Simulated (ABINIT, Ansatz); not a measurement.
An input for ABINIT 10.8.3 (NaLiICl (P4/mmm)):

```
acell 3*1.0 Angstrom
rprim 
  4.091636000000 0.000000000000 0.000000000000
  0.000000000000 4.091636000000 0.000000000000
  0.000000000000 0.000000000000 6.215344000000
ntypat 4
znucl 11 3 53 17
natom 4
typat 1 2 3 4
xred 
  0.500000000000 0.500000000000 0.500000000000
  0.000000000000 0.000000000000 0.000000000000
  0.500000000000 0.500000000000 0.000000000000
  0.000000000000 0.000000000000 0.500000000000
pp_dirpath "pseudos"
pseudos "Na.upf, Li.upf, I.upf, Cl.upf"
ecut 38
ngkpt 2 2 2
nshiftk 1
shiftk 0 0 0
kptopt 1
chksymbreak 0
istwfk *1
occopt 1
irdwfk 1
optdriver 4
nband 182
gwcalctyp 0
ecutsigx 38
symsigma 1
nkptgw 2
kptgw 
  0.5000000000 0.0000000000 0.5000000000
  0.0000000000 0.0000000000 0.0000000000
bdgw 
  12 15
  12 15
ecuteps 6.5
irdscr 1
ppmodel 1
indata_prefix "in"
outdata_prefix "out"
tmpdata_prefix "tmp"
```

```sh
OMP_NUM_THREADS=1 mpirun -n 4 abinit run.abi > log
```

**Question.** Estimate wall time and host memory on 4 MPI ranks of Arm Neoverse N1, shared host.

It took 67 s; on shared hardware allow 34 s to 2.2 min. Peak host memory was 1.8 GiB.

[Paths, hosts, dates, memory and timing lines, banners, echoed tables and standing remarks are left out of the program output.]

[Logs are printed without paths, hosts, clocks, repeated set-up lines and the standing remarks that a program may print on its own settings, such as how far it seeks lower states.]

[Runs of the session that timed out or met a known fault of the program may be left out.]

[Hosts, paths, dates, database ids (printed as entryN), source tags and the programs' standing remarks are cut or masked in the printed files.]

[G0W0 gaps are taken among the corrected bands and points alone; a level outside them can change the order at an edge.]

[Where Ansatz stands beside ABINIT at settings called matched, ABINIT's density can come from a denser mesh and the files from another edition; pairs whose starting gaps differed by over 0.03 eV were left out, so agreement reads better than it is.]
